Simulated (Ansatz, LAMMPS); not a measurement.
# Settings and their price: aqueous Cd2+ and formate, 6.8 mol of salt per kg of water at 300 K (168 atoms)

Density of this cell: 1.90 g/cm³. The cell holds 168 atoms: 61 O, 10 C, 92 H and 5 Cd. Its edges and angles: a = 11.521 Å, b = 11.521 Å, c = 11.521 Å, α = 90.0°, β = 90.0°, γ = 90.0°. 41 H2O, 5 Cd2+, 10 formate placed at random, at 1.9 g/cm³; overlaps pushed apart, then 10 ps at 420 K with divalent ions of Li, Roberts, Chakravorty and Merz (J. Chem. Theory Comput. 9, 2733 (2013)); MMFF94 bonds, angles, torsions, charges and radii (Halgren, J. Comput. Chem. 17, 490 (1996)) in harmonic and 12-6 forms; SPC/E water (Berendsen, Grigera and Straatsma, J. Phys. Chem. 91, 6269 (1987)). Snapshot after 20 ps at 300 K and fixed volume.

Geometry: as built.

Reference run: Kohn-Sham DFT, PBE+D4, PAW (set soft_2), plane waves (Ansatz 0.2.0), cutoff 750 eV, Γ point, fixed occupations.

| Quantity | Value |
| --- | --- |
| r.m.s. force component | 1.158 eV/Å |
| gap (highest filled to lowest empty level) | 3.327 eV |
| SCF cycles | 10 |
| time | 49 s on 4 threads of Arm Neoverse V1, shared host |

**Question.** The same geometry is run again with each of these changes. How far do the results move, and how long does each run take?
- support functions medium
- support functions low
- support functions medium, radius 3.23 Å
- support functions medium, radius 3.49 Å

Each row is set against the run with plane waves at 750 eV (Kohn-Sham DFT, PBE+D4, PAW (set soft_2), plane waves; r.m.s. force component 1.16 eV/Å). Energies are set beside the reference only for runs with its functional, potentials and electron count. Times are for 4 threads of Arm Neoverse V1, shared host.

```
                                    run  Δ force, r.m.s. (meV/Å)  share of r.m.s. force (%)  Δ energy (meV/atom)  Δ gap (eV)  cycles     time  host memory (GiB)
                              reference                        -                          -                    -           -      10     49 s                4.5
               support functions medium                     1.90                      0.164               -0.793     -3.0e-4      13  2.9 min                5.0
                  support functions low                     2.00                      0.173               -0.794     -1.0e-4      12  2.6 min                4.9
support functions medium, radius 3.23 Å                     1.96                      0.169               -0.793     -4.0e-4      13  2.6 min                4.8
support functions medium, radius 3.49 Å                     1.88                      0.162               -0.793     -1.0e-4      13  3.6 min                5.2
```

Among numerical settings the force difference runs from 1.9 meV/Å (support functions medium, radius 3.49 Å) to 2.0 meV/Å (support functions low). At 168 atoms the fastest of the runs at a preset level, support functions low, takes 3.2 times the time of plane waves, in 12 SCF cycles against 10. Differences between support functions and plane waves include what basis error the plane-wave run still has. 

[Logs are printed without paths, hosts, clocks, repeated set-up lines and the standing remarks that a program may print on its own settings, such as how far it seeks lower states.]

[Hosts, paths, dates, database ids (printed as entryN), source tags and the programs' standing remarks are cut or masked in the printed files.]

[The MMFF94 radii named for the starting cell were scaled by 0.96; in molecules described by MMFF94, hydrogen bound to N, O or S took a small fixed 12-6 site in their place.]
